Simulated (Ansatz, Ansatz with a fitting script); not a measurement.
## MgS (Niningerite): the order of polymorphs from LDA to RPA

Aim: the order of polymorphs of MgS (Niningerite) by density functionals and by RPA.

Main program and level: Ansatz 0.2.0; density functionals and EXX+RPA, plane waves.

### 1. The structure

The structure is cubic, space group Fm-3m (No. 225). Conventional cell: a = 5.203 Å, b = 5.203 Å, c = 5.203 Å, α = 90.00°, β = 90.00°, γ = 90.00°. Nearest to Mg lie 6 S at 2.60 Å. Nearest to S lie 6 Mg at 2.60 Å. Farther neighbours and most contacts between anions are not listed.

The start is a database's relaxed structure.

### 2. Relax (relaxation of Fm-3m)

A relaxation at this level of theory: leftover forces would pass straight into the levels.

This step: DFT, r2SCAN with rVV10, plane waves, PAW.

Input file input.yaml:

```yaml
crystal:
  lattice:
    - [0.0, 2.60165, 2.60165]
    - [2.60165, 0.0, 2.60165]
    - [2.60165, 2.60165, 0.0]
  atoms:
    - { symbol: Mg, position: [0.0, 0.0, 0.0] }
    - { symbol: S, position: [0.5, 0.5, 0.5] }
kpoints:
  mp_grid: { grid: [8, 8, 8] }
hamiltonian:
  xc: r2scan
  pseudopotentials: { kind: paw, source: ansatz }
  dispersion: rvv10
scf:
  occupations: { method: fermi_dirac, width: 0.02 }
relax:
  f_tol: 0.01
  max_steps: 60
  cell: {}
```

Launch:

```console
> ansatz run input.yaml --threads 8 --pin off --max-ram 18432MiB --backend cpu --events-out ev --progress --plain --runs-dir out
```

Numbers of over 12 decimals in the logs are rounded to 6 here.

Output:

```text
The last accepted step is kept in <dir> (removed where the run ends without a failure and the disk answers)
Engine: ansatz 0.2.0, aarch64-unknown-linux-gnu
Pseudopotentials: kind: paw
Pseudopotential: Mg, paw, valence charge 10, recommended cutoff 620 eV (normal), Mg.paw.azcp
Pseudopotential: S, paw, valence charge 6, recommended cutoff 510 eV (normal), S.paw.azcp
Functional definition: r2SCAN+rVV10
  parameter k0 = 0.174
  parameter k1 = 0.065
  parameter a1 = 4.9479
  exchange = r2scan_x(k0 = k0, k1 = k1, a1 = a1)
  correlation = r2scan_c + rvv10(11.95, 0.0093)
Crystal: 2 atoms, lattice volume = 35.219 Å³
Basis set: ecut = 620 eV, 1243 PW (Γ), exchange–correlation on 144×144×144 points (64 copies of the dense FFT grid, shifted against one another)
Bands: 12, of which v1, the nominal top of the filled ones, is band 8 counted from 1 (7 counted from 0)
Symmetry: 48 space group operations
Space group: Fm-3m (ITA 225), of the structure as read, at distance tolerance 3.3e-5 Å
k-points: 29 of 512
Non-local potential: Mg, projectors of the file, l = 0: 2, l = 1: 3, l = 2: 1, l = 3: 1
Non-local potential: S, projectors of the file, l = 0: 2, l = 1: 2, l = 2: 2
PAW form: soft (Blöchl's): semilocal exchange-correlation on the pseudo side does not see the compensation charge
rVV10 density: all electrons in the spheres
PAW frozen core: Mg, regenerated for the run's functional (the file was generated under x = pbe(κ = 0.804, μ = 0.219515), c = pbe(β = 0.066725))
PAW frozen core: S, regenerated for the run's functional (the file was generated under x = pbe(κ = 0.804, μ = 0.219515), c = pbe(β = 0.066725))
PAW one-centre angular grid: Mg, 302 points (default); XC on 160 Gauss nodes
PAW one-centre angular grid: S, 302 points (default); XC on 160 Gauss nodes
Initial density: superposition of atomic densities (chi_scale 0.1, normalization cell, long waves kept (reshape's long-wave potential 0.00 eV rms))
Initial wavefunctions: pseudopotential atomic-orbital guess
Functional: x = r2scan, c = r2scan + rvv10(b = 11.95, C = 0.0093); τ floored in thin density (d = 2e-4 eV/Å³)
iter 1 solved again at ethr=2.44e-3 eV; its pass at ethr=3.10e-3 eV (dr2=3.90e-1 eV) is discarded
SCF iter   1: F=—  HF=-2834.429506 eV  |F-HF|=—  |Δ(HF+E_count)|=         —  Δρ=4.63e-2  dr2=3.90e-1  dr2_τ=1.17e-2  ethr=2.44e-3  ⟨swp⟩=1.0  Hψ=3053  notcnv=0
preconditioner: auto → none  [insulator: Δε(μ)=3.203 eV  Ē_g=12.571 eV  σ=0.020 eV  W_gap=1.00  n_scr=8 (ndim 8)  ℏωp=17.7 eV  f_vac=0.001  D(μ)=0.00/eV (n_scr^D=0)  ε∞_Penn≈3.0]
SCF iter   2: F=—  HF=-2834.564717 eV  |F-HF|=—  |Δ(HF+E_count)|=   1.35e-1  Δρ=1.75e-2  dr2=6.10e-2  dr2_τ=2.05e-2  ethr=2.44e-3  ⟨swp⟩=2.4  Hψ=687  notcnv=0
SCF iter   3: F=—  HF=-2834.603343 eV  |F-HF|=—  |Δ(HF+E_count)|=   3.86e-2  Δρ=4.17e-3  dr2=3.03e-3  dr2_τ=5.94e-4  ethr=3.81e-4  ⟨swp⟩=2.8  Hψ=650  notcnv=0
SCF iter   4: F=—  HF=-2834.605057 eV  |F-HF|=—  |Δ(HF+E_count)|=   1.71e-3  Δρ=4.39e-4  dr2=1.02e-4  dr2_τ=9.30e-6  ethr=1.89e-5  ⟨swp⟩=2.7  Hψ=593  notcnv=0
SCF iter   5: F=—  HF=-2834.605031 eV  |F-HF|=—  |Δ(HF+E_count)|=   2.57e-5  Δρ=8.06e-5  dr2=1.18e-6  dr2_τ=3.09e-7  ethr=6.37e-7  ⟨swp⟩=2.0  Hψ=457  notcnv=0
SCF iter   6: F=—  HF=-2834.605030 eV  |F-HF|=—  |Δ(HF+E_count)|=   7.57e-7  Δρ=1.94e-5  dr2=7.51e-8  dr2_τ=7.37e-9  ethr=6.25e-10  ⟨swp⟩=5.8  Hψ=1331  notcnv=0
SCF iter   7: F=-2834.605030 eV  HF=-2834.605030 eV  |F-HF|=7.93e-10  |Δ(HF+E_count)|=   2.49e-8  Δρ=2.45e-6  dr2=1.31e-9  dr2_τ=2.27e-10  ethr=4.69e-10  ⟨swp⟩=3.0  Hψ=1367  notcnv=0
SCF 1 converged in 7 iterations: F = -2834.605030 eV  dr2 = 1.31e-9
[...]
relax step   1: F+E_penalty+E_count = -2834.60503011 eV  Δ(F+E_penalty+E_count) = +0.000e0 eV  max|allowed force component| = 1.520e-31 eV/Å  Δτ_max = 0.0000 Å  P = -0.656 GPa  Ω = 35.219 Å³  (7 SCF iters, dr2 threshold 1.00e-7 eV, accepted)
[...]
relax step   2: F+E_penalty+E_count = -2834.60564180 eV  Δ(F+E_penalty+E_count) = -6.117e-4 eV  max|allowed force component| = 8.217e-32 eV/Å  Δτ_max = 0.0000 Å  P = -0.076 GPa  Ω = 34.965 Å³  energy of the carried Pulay correction = +2.848e-5 eV  (4 SCF iters, dr2 threshold 2.00e-7 eV, accepted)
[...]
relax step   4: F+E_penalty+E_count = -2834.60561917 eV  Δ(F+E_penalty+E_count) = +3.413e-5 eV  max|allowed force component| = 7.806e-32 eV/Å  Δτ_max = 0.0000 Å  P = +0.001 GPa  Ω = 34.932 Å³  stress off target by 6.14e-4 GPa  SCF on the basis re-selected at this cell (its energy is not comparable with the rows above)  (5 SCF iters)
basis re-selected at this cell: Δ(F+E_penalty+E_count) = +3.413e-5 eV, ΔP = -0.001 GPa vs the last step (what re-selecting the basis moved, of the pressure what is left beyond the Pulay correction that the steps carried, after the strain that the cell walked since its last selection, with what the two solves' SCF thresholds leave and, on support functions, any second-order correction that the steps lacked; it is no m [...]
SCF converged after 5 iterations
Free energy (F): -2834.605619 eV
Harris-Foulkes:  -2834.605619 eV  (|F-HF|=1.91e-11)
Internal energy: -2834.605619 eV  (E = F + TS)
E sigma→0 (E₀):  -2834.605619 eV
Fermi energy:    7.973642 eV
--- Per-component energies (eV) ---
  E_band       = -348.676588
  E_kinetic    = 298.644259
  E_local      = -1604.058902  (includes V_loc(G=0)·N_el)
  E_nonlocal   = -48.175147
  E_hartree    = 601.998820
  E_xc         = -127.215316
  E_vxc        = -171.832185  (∫ρ·V_xc dr)
  E_paw        = -909.070509  (= ΣΔE_a)
  E_vpaw       = -38.404395  (= ΣTr[D̂ρ^β])
  E_aug_tail   = 0.000096  (compensation charges beyond the density's cutoff)
  E_vtau       = 11.152014  (kinetic-family band-sum trace: ∫τ·v_τ [+ j·A + Jᵃ·Aᵃ] dr)
  E_ewald      = -1046.592369
  E_core_change = -0.136552  (= ΣΔE_core)
  E_smearing   = -0.000000  (= −TS)
  E_closure    = 0.000000  (closes the sum)
  Σ components = -2834.605619   (vs F -2834.605619, Δ=0.00e0)
--- Forces (eV/Å), atoms counted from 1 ---
  atom   1  Mg    -0.00000000     0.00000000    -0.00000000
  atom   2  S     -0.00000000     0.00000000     0.00000000
  max |Σ_I F_I| component: 2.22e-31 eV/Å
--- Stress (GPa, compression-positive) ---
        0.000614      -0.000000      -0.000000
       -0.000000       0.000614      -0.000000
       -0.000000       0.000000       0.000614
  P = ⅓ Tr σ = 0.0006 GPa (0.006 kbar)
--- Relaxed structure (3 steps of the walk, 3 accepted, 1 SCFs on fresh bases) ---
  F+E_penalty+E_count = -2834.60561917 eV   max|allowed force component| = 7.806e-32 eV/Å   (the final SCF, on the basis selected at the relaxed cell)
  cell:  # Å, volume = 34.9318 Å³
    - [0, 2.594560, 2.594560]
    - [2.594560, 0, 2.594560]
    - [2.594560, 2.594560, 0]
  atoms:
    - { symbol: Mg, position: [0, 0, 0] }
    - { symbol: S, position: [0.5, 0.5, 0.5] }
```

Run time: 3 s. Hardware: 8 threads of Arm Neoverse V2, shared host; peak memory 0.53 GiB.

The steps of the relaxation:

```tsv
step	energy less that of the first step (eV)	largest force component (eV/Å)	pressure (GPa)	volume (Å³)
1	0.0000	0.0000	-0.66	35.22
2	-0.0006	0.0000	-0.08	34.96
3	-0.0006	0.0000	0.00	34.93
4*	-0.0006	0.0000	0.00	34.93
```

Relaxation steps marked * repeat the geometry before them on a plane-wave basis chosen anew for their cell, so energy and pressure can jump there.

The run keeps the 48 symmetry operations that it works with, so distortions that break them were not tested.

```tsv
conventional cell, symmetrised	before	after	change
a (Å)	5.203	5.189	-0.3 %
b (Å)	5.203	5.189	-0.3 %
c (Å)	5.203	5.189	-0.3 %
volume (Å³/atom)	17.61	17.47	-0.8 %
```

The relaxed structure:

```xyz
2
Lattice="0.0000 2.5946 2.5946 2.5946 0.0000 2.5946 2.5946 2.5946 0.0000" Properties=species:S:1:pos:R:3 pbc="T T T"
Mg    0.0000    0.0000    0.0000
S     2.5946    2.5946    2.5946
```

### 3. Relax (relaxation of F-43m)

The cell differs from the one that the last finished run ended in (a 3.669 → 4.007 Å, b 3.669 → 4.007 Å, c 3.669 → 4.007 Å).

input.yaml, the sections that differ from step 2:

```yaml
crystal:
  lattice:
    - [0.0, 2.8331200468, 2.8331200468]
    - [2.8331200468, 0.0, 2.8331200468]
    - [2.8331200468, 2.8331200468, 0.0]
  atoms:
    - { symbol: Mg, position: [0.0, 0.0, 0.0] }
    - { symbol: S, position: [0.75, 0.75, 0.75] }
kpoints:
  mp_grid: { grid: [6, 6, 6] }
# hamiltonian, scf, relax: as in step 2
```

Output:

```text
[...]
Crystal: 2 atoms, lattice volume = 45.480 Å³
Basis set: ecut = 620 eV, 1639 PW (Γ), exchange–correlation on 160×160×160 points (64 copies of the dense FFT grid, shifted against one another)
Bands: 12, of which v1, the nominal top of the filled ones, is band 8 counted from 1 (7 counted from 0)
Symmetry: 24 space group operations
[...]
-0.000000       0.001508       0.000000
       -0.000000       0.000000       0.001508
  P = ⅓ Tr σ = 0.0015 GPa (0.015 kbar)
--- Relaxed structure (3 steps of the walk, 3 accepted, 1 SCFs on fresh bases) ---
[...]
cell:  # Å, volume = 45.0203 Å³
    - [0, 2.823533, 2.823533]
    - [2.823533, 0, 2.823533]
    - [2.823533, 2.823533, 0]
  atoms:
    - { symbol: Mg, position: [0, 0, 0] }
    - { symbol: S, position: [0.750000, 0.750000, 0.750000] }
[key lines of the parts left out:]
SCF converged after 5 iterations
Free energy (F): -2834.491354 eV
Fermi energy:    4.961549 eV
```

Run time: 4 s. Hardware: 8 threads; peak memory 0.61 GiB.

Relaxation path:

```tsv
step	energy less that of the first step (eV)	largest force component (eV/Å)	pressure (GPa)	volume (Å³)
1	0.0000	0.0000	-0.61	45.48
2	-0.0008	0.0000	-0.17	45.15
3	-0.0009	0.0000	0.00	45.02
4*	-0.0009	0.0000	0.00	45.02
```

Relaxation steps marked * repeat the geometry before them on a plane-wave basis chosen anew for their cell, so energy and pressure can jump there.

The run keeps the 24 symmetry operations that it works with, so distortions that break them were not tested.

```tsv
conventional cell, symmetrised	before	after	change
a (Å)	5.666	5.647	-0.3 %
b (Å)	5.666	5.647	-0.3 %
c (Å)	5.666	5.647	-0.3 %
volume (Å³/atom)	22.74	22.51	-1.0 %
```

The relaxed structure:

```xyz
2
Lattice="0.0000 2.8235 2.8235 2.8235 0.0000 2.8235 2.8235 2.8235 0.0000" Properties=species:S:1:pos:R:3 pbc="T T T"
Mg    0.0000    0.0000    0.0000
S     4.2353    4.2353    4.2353
```

### 4. Scf lda (preparation)

This step: DFT, LDA, plane waves, PAW.

Input file input.yaml:

```yaml
crystal:
  lattice:
    - [0.0, 2.5945595473, 2.5945595473]
    - [2.5945595473, 0.0, 2.5945595473]
    - [2.5945595473, 2.5945595473, 0.0]
  atoms:
    - { symbol: Mg, position: [0.0, 0.0, 0.0] }
    - { symbol: S, position: [0.5, 0.5, 0.5] }
kpoints:
  mp_grid: { grid: [8, 8, 8] }
hamiltonian:
  xc: lda
  pseudopotentials: { kind: paw, source: ansatz }
scf:
  occupations: { method: fermi_dirac, width: 0.02 }
  n_extra_bands: 4
output:
  eigenvalues: true
  forces: true
  stress: true
```

Output:

```text
[...]
Crystal: 2 atoms, lattice volume = 34.932 Å³
Basis set: ecut = 620 eV, 1243 PW (Γ)
Bands: 12, of which v1, the nominal top of the filled ones, is band 8 counted from 1 (7 counted from 0)
Symmetry: 48 space group operations
[...]
k-points: 29 of 512
[...]
SCF iter   1: F=—  HF=-2774.249766 eV  |F-HF|=—  |Δ(HF+E_count)|=         —  Δρ=3.62e-2  dr2=2.68e-1  ethr=3.10e-3  ⟨swp⟩=5.9  Hψ=2505  notcnv=0
[...]
SCF iter   7: F=-2774.163852 eV  HF=-2774.163852 eV  |F-HF|=4.64e-11  |Δ(HF+E_count)|=   2.39e-8  Δρ=6.52e-7  dr2=6.30e-11  ethr=1.40e-10  ⟨swp⟩=3.0  Hψ=1204  notcnv=0
SCF 1 converged in 7 iterations: F = -2774.163852 eV  dr2 = 6.30e-11
[...]
SCF converged after 7 iterations
Free energy (F): -2774.163852 eV
[...]
Internal energy: -2774.163852 eV  (E = F + TS)
E sigma→0 (E₀):  -2774.163852 eV
Fermi energy:    7.572803 eV
[...]
--- Stress (GPa, compression-positive) ---
       -2.668800      -0.000000      -0.000000
       -0.000000      -2.668800       0.000000
       -0.000000       0.000000      -2.668800
  P = ⅓ Tr σ = -2.6688 GPa (-26.688 kbar)
--- Band table (eV; the first three rows and the last of 29) ---
  k-point 0: bands = [... 4 lower, -6.4159, 6.2827, 6.2827, 6.2827, 9.8309, 14.0791, 14.0791, 14.0791]
  k-point 1: bands = [... 4 lower, -6.2601, 5.1997, 6.1789, 6.1789, 10.6491, 13.7686, 14.3271, 14.3271]
  k-point 2: bands = [... 4 lower, -5.8374, 3.4042, 5.9534, 5.9534, 11.0824, 13.9335, 13.9335, 14.4587]
  k-point 28: bands = [... 4 lower, -4.6332, 2.9774, 2.9774, 3.8466, 11.3907, 14.1082, 14.1082, 14.1669]
```

Wall time 0.32 s (8 threads); peak memory 0.32 GiB.

Reading the cycles: dr2 is the Hartree energy of the density residual (eV), the measure of convergence; HF is the Harris–Foulkes estimate of the energy, which meets the free energy F at convergence.

Total energy -2774.1639 eV.

### 5. Scf lda (preparation)

This step: DFT, LDA, plane waves, norm-conserving pseudopotentials.

input.yaml, the sections that differ from step 4:

```yaml
kpoints:
  mp_grid: { grid: [2, 2, 2] }
hamiltonian:
  xc: lda
  pseudopotentials: { kind: nc, xc_functional: pbe }
scf:
  occupations: { method: fixed }
  n_extra_bands: 4
# crystal, output: as in step 4
```

Output:

```text
[...]
Crystal: 2 atoms, lattice volume = 34.932 Å³
Basis set: ecut = 1142.878222 eV, 3119 PW (Γ)
Bands: 12, of which v1, the nominal top of the filled ones, is band 8 counted from 1 (7 counted from 0)
Symmetry: 48 space group operations
[...]
k-points: 3 of 8
[...]
5.012399      -0.000000       0.000000
       -0.000000       5.012399      -0.000000
        0.000000      -0.000000       5.012399
  P = ⅓ Tr σ = 5.0124 GPa (50.124 kbar)
--- Band table (eV) ---
  k-point 0: bands = [... 4 lower, -6.0600, 6.7370, 6.7370, 6.7370, 10.0207, 14.2001, 14.2001, 14.2001]
  k-point 1: bands = [... 4 lower, -4.6139, 1.5234, 6.1008, 6.1008, 10.8206, 13.1173, 13.1173, 16.3191]
  k-point 2: bands = [... 4 lower, -4.2169, 2.2450, 4.9136, 4.9136, 8.8456, 10.5884, 18.5651, 19.1286]
[key lines of the parts left out:]
SCF converged after 6 iterations
Free energy (F): -1910.248761 eV
Fermi energy:    6.737026 eV
```

Run time: 0.15 s. Hardware: 8 threads; peak memory 0.26 GiB.

Total energy -1910.2488 eV.

### 6. Energy LDA (polymorph Fm-3m)

This step: DFT, LDA, plane waves, PAW.

input.yaml, the sections that differ from step 5:

```yaml
kpoints:
  mp_grid: { grid: [8, 8, 8] }
hamiltonian:
  xc: lda
  pseudopotentials: { kind: paw, source: ansatz }
scf:
  occupations: { method: fixed }
  n_extra_bands: 4
  convergence: { dr2_threshold: 1.0e-09 }
# crystal, output: as in step 5
```

Output:

```text
[...]
--- Band table (eV; the first three rows and the last of 29) ---
  k-point 0: bands = [... 4 lower, -6.4159, 6.2827, 6.2827, 6.2827, 9.8309, 14.0791, 14.0791, 14.0791]
  k-point 1: bands = [... 4 lower, -6.2601, 5.1997, 6.1789, 6.1789, 10.6491, 13.7686, 14.3271, 14.3271]
  k-point 2: bands = [... 4 lower, -5.8374, 3.4042, 5.9534, 5.9534, 11.0824, 13.9335, 13.9335, 14.4587]
  k-point 28: bands = [... 4 lower, -4.6332, 2.9774, 2.9774, 3.8466, 11.3907, 14.1082, 14.1082, 14.1669]
[key lines of the parts left out:]
SCF converged after 7 iterations
Free energy (F): -2774.163852 eV
Fermi energy:    6.282701 eV
P = ⅓ Tr σ = -2.6688 GPa (-26.688 kbar)
```

Wall time 0.3 s (8 threads); peak memory 0.31 GiB; 1.5 s of CPU time.

Total energy -2774.1639 eV.

### 7. Energy PBEsol (polymorph Fm-3m)

This step: DFT, PBEsol, plane waves, PAW.

Edit input.yaml of step 6 so:

```diff
@@ -11,3 +11,3 @@
 hamiltonian:
-  xc: lda
+  xc: pbesol
   pseudopotentials: { kind: paw, source: ansatz }
```

Output:

```text
[...]
Crystal: 2 atoms, lattice volume = 34.932 Å³
Basis set: ecut = 620 eV, 1243 PW (Γ), exchange–correlation on 72×72×72 points (8 copies of the dense FFT grid, shifted against one another)
Bands: 12, of which v1, the nominal top of the filled ones, is band 8 counted from 1 (7 counted from 0)
Symmetry: 48 space group operations
[...]
--- Band table (eV; the first three rows and the last of 29) ---
  k-point 0: bands = [... 4 lower, -6.3007, 6.4267, 6.4267, 6.4267, 10.0860, 14.2319, 14.2319, 14.2319]
  k-point 1: bands = [... 4 lower, -6.1452, 5.3529, 6.3221, 6.3221, 10.8922, 13.9207, 14.4857, 14.4857]
  k-point 2: bands = [... 4 lower, -5.7238, 3.5600, 6.0946, 6.0946, 11.2810, 14.1341, 14.1341, 14.6673]
  k-point 28: bands = [... 4 lower, -4.5232, 3.1150, 3.1150, 4.0125, 11.6604, 14.2525, 14.2525, 14.4128]
[key lines of the parts left out:]
SCF converged after 7 iterations
Free energy (F): -2799.913676 eV
Fermi energy:    6.426740 eV
P = ⅓ Tr σ = -0.3201 GPa (-3.201 kbar)
```

Wall time 0.32 s (8 threads); peak memory 0.33 GiB; 1.6 s of CPU time.

Total energy -2799.9137 eV.

### 8. Energy PBEsol-D3(BJ) (polymorph Fm-3m)

This step: DFT, PBEsol with D3(BJ) dispersion, plane waves, PAW.

Edit input.yaml of step 7 so:

```diff
@@ -13,2 +13,3 @@
   pseudopotentials: { kind: paw, source: ansatz }
+  dispersion: d3bj
 scf:
```

Output:

```text
[...]
Crystal: 2 atoms, lattice volume = 34.932 Å³
Basis set: ecut = 620 eV, 1243 PW (Γ), exchange–correlation on 72×72×72 points (8 copies of the dense FFT grid, shifted against one another)
Bands: 12, of which v1, the nominal top of the filled ones, is band 8 counted from 1 (7 counted from 0)
Symmetry: 48 space group operations
[...]
--- Band table (eV; the first three rows and the last of 29) ---
  k-point 0: bands = [... 4 lower, -6.3007, 6.4267, 6.4267, 6.4267, 10.0860, 14.2319, 14.2319, 14.2319]
  k-point 1: bands = [... 4 lower, -6.1452, 5.3529, 6.3221, 6.3221, 10.8922, 13.9207, 14.4857, 14.4857]
  k-point 2: bands = [... 4 lower, -5.7238, 3.5600, 6.0946, 6.0946, 11.2810, 14.1341, 14.1341, 14.6673]
  k-point 28: bands = [... 4 lower, -4.5232, 3.1150, 3.1150, 4.0125, 11.6604, 14.2525, 14.2525, 14.4128]
[key lines of the parts left out:]
SCF converged after 7 iterations
Free energy (F): -2800.520179 eV
Fermi energy:    6.426740 eV
P = ⅓ Tr σ = -3.1742 GPa (-31.742 kbar)
```

It took 0.33 s on 8 threads; peak memory 0.33 GiB.

Total energy -2800.5202 eV.

### 9. Energy r2SCAN (polymorph Fm-3m)

The meta-GGA depends on the orbitals through the kinetic-energy density, which usually opens the gap somewhat.

This step: DFT, r2SCAN, plane waves, PAW.

Edit input.yaml of step 8 so:

```diff
@@ -11,5 +11,4 @@
 hamiltonian:
-  xc: pbesol
+  xc: r2scan
   pseudopotentials: { kind: paw, source: ansatz }
-  dispersion: d3bj
 scf:
```

Output:

```text
[...]
Crystal: 2 atoms, lattice volume = 34.932 Å³
Basis set: ecut = 620 eV, 1243 PW (Γ), exchange–correlation on 144×144×144 points (64 copies of the dense FFT grid, shifted against one another)
Bands: 12, of which v1, the nominal top of the filled ones, is band 8 counted from 1 (7 counted from 0)
Symmetry: 48 space group operations
[...]
--- Band table (eV; the first three rows and the last of 29) ---
  k-point 0: bands = [... 4 lower, -6.9821, 6.2495, 6.2495, 6.2495, 10.9602, 14.7364, 14.7364, 14.7364]
  k-point 1: bands = [... 4 lower, -6.8241, 5.2322, 6.1419, 6.1419, 11.7090, 14.4859, 15.0023, 15.0023]
  k-point 2: bands = [... 4 lower, -6.3975, 3.4330, 5.9063, 5.9063, 11.9942, 14.6663, 14.6663, 15.4288]
  k-point 28: bands = [... 4 lower, -5.1908, 2.9349, 2.9349, 3.8820, 12.2077, 14.8631, 14.8631, 15.0953]
[key lines of the parts left out:]
SCF converged after 8 iterations
Free energy (F): -2835.565681 eV
Fermi energy:    6.249534 eV
P = ⅓ Tr σ = 0.6428 GPa (6.428 kbar)
```

Elapsed: 0.65 s, on 8 threads; peak memory 0.5 GiB.

Total energy -2835.5657 eV.

(Part 1 of 2 ends here.)

[Paths, hosts, dates, memory and timing lines, banners, echoed tables and standing remarks are left out of the program output.]

[Logs are printed without paths, hosts, clocks, repeated set-up lines and the standing remarks that a program may print on its own settings, such as how far it seeks lower states.]

[Runs of the session that timed out or met a known fault of the program may be left out.]

[Hosts, paths, dates, database ids (printed as entryN), source tags and the programs' standing remarks are cut or masked in the printed files.]
